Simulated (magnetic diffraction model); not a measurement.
**YbBe4Al4Tl4: the ordered moment from one line**

Space group I4/mmm (no. 139), a = 9.2050 Å, c = 5.3850 Å.

| site | atom | x | y | z |
| --- | --- | --- | --- | --- |
| 8i | Tl | 0.8322 | 1/2 | 1/2 |
| 2a | Yb | 0 | 0 | 0 |
| 8j | Al | 0.2671 | 1/2 | 0 |
| 8f | Be | 1/4 | 3/4 | 3/4 |

The compound is invented for this exercise: a known structure type with other elements, its cell scaled to their sizes and not relaxed.

Only Yb is taken to order (form factors of Yb3+); orders and moment sizes are assumed, and not adapted to the symmetry. Radiation: neutrons of λ = 2.567 Å, 3° to 90°; isotropic B of 0.4 Å² (Tl), 0.41 Å² (Yb), 0.51 Å² (Al) and 0.92 Å² (Be). The intensities are simulated: I ∝ L Σ (|F_N|² + |F_M⊥|²) for unpolarised neutrons, with F_M = 2.695 fm/μB × Σ f(s) S exp(2πi Q·r) exp(−B s²) at Q = H ± k (one set where k and −k are equivalent), only the part normal to Q counting and L = 1/(sin²θ cos θ). For collinear order S is the moment m, which repeats by lattice and centring translations R with the sign exp(−2πi k·R). Form factors are spin-only for 3d ions and dipole or tabulated for f ions, scattering lengths are Sears's of 1992, and absorption is left out. A label names one of the reflections at its angle. The strongest nuclear line in the range is 100, and lines under 0.2 are left out.

In a first state the assumed order is k = (0 0 0), collinear moments along [010], 3.4 μB on Yb, with this pattern:

| 2θ (°) | index | nuclear | magnetic |
| --- | --- | --- | --- |
| 22.75 | (1 1 0) | 1.5 | 5.2 |
| 32.06 | (1 0 1) | 25.1 | 9.1 |
| 32.39 | (2 0 0) | 6.3 | 2.6 |
| 46.22 | (2 1 1) | 0.1 | 6.8 |
| 46.45 | (2 2 0) | 4.7 | 1.2 |
| 52.33 | (3 1 0) | 21.9 | 1.9 |
| 56.94 | (0 0 2) | 11.4 | 0.8 |
| 57.56 | (3 0 1) | 87.1 | 2.0 |
| 62.11 | (1 1 2) | 0.5 | 2.5 |
| 67.05 | (2 0 2) | 100.0 | 2.0 |
| 67.61 | (3 2 1) | 66.3 | 2.7 |
| 67.80 | (4 0 0) | 78.5 | 0.6 |
| 72.54 | (3 3 0) | 31.4 | 0.5 |
| 76.44 | (2 2 2) | 76.2 | 1.5 |
| 76.98 | (4 1 1) | 8.3 | 2.1 |
| 77.16 | (4 2 0) | 39.5 | 0.9 |
(The table stops after 16 lines; 1 more lie at higher angle.)

**Question.** Nearer the ordering temperature the line at 32.06° has total intensity 25.9 on the same scale, and all moments have shrunk alike. How large is the Yb moment?

The nuclear part, 25.1, stays, so the magnetic part is 0.8 against 9.1. It goes as m², so m = 3.4 × √(0.8/9.1) = 1.01 μB; the value used was 1.02 μB.
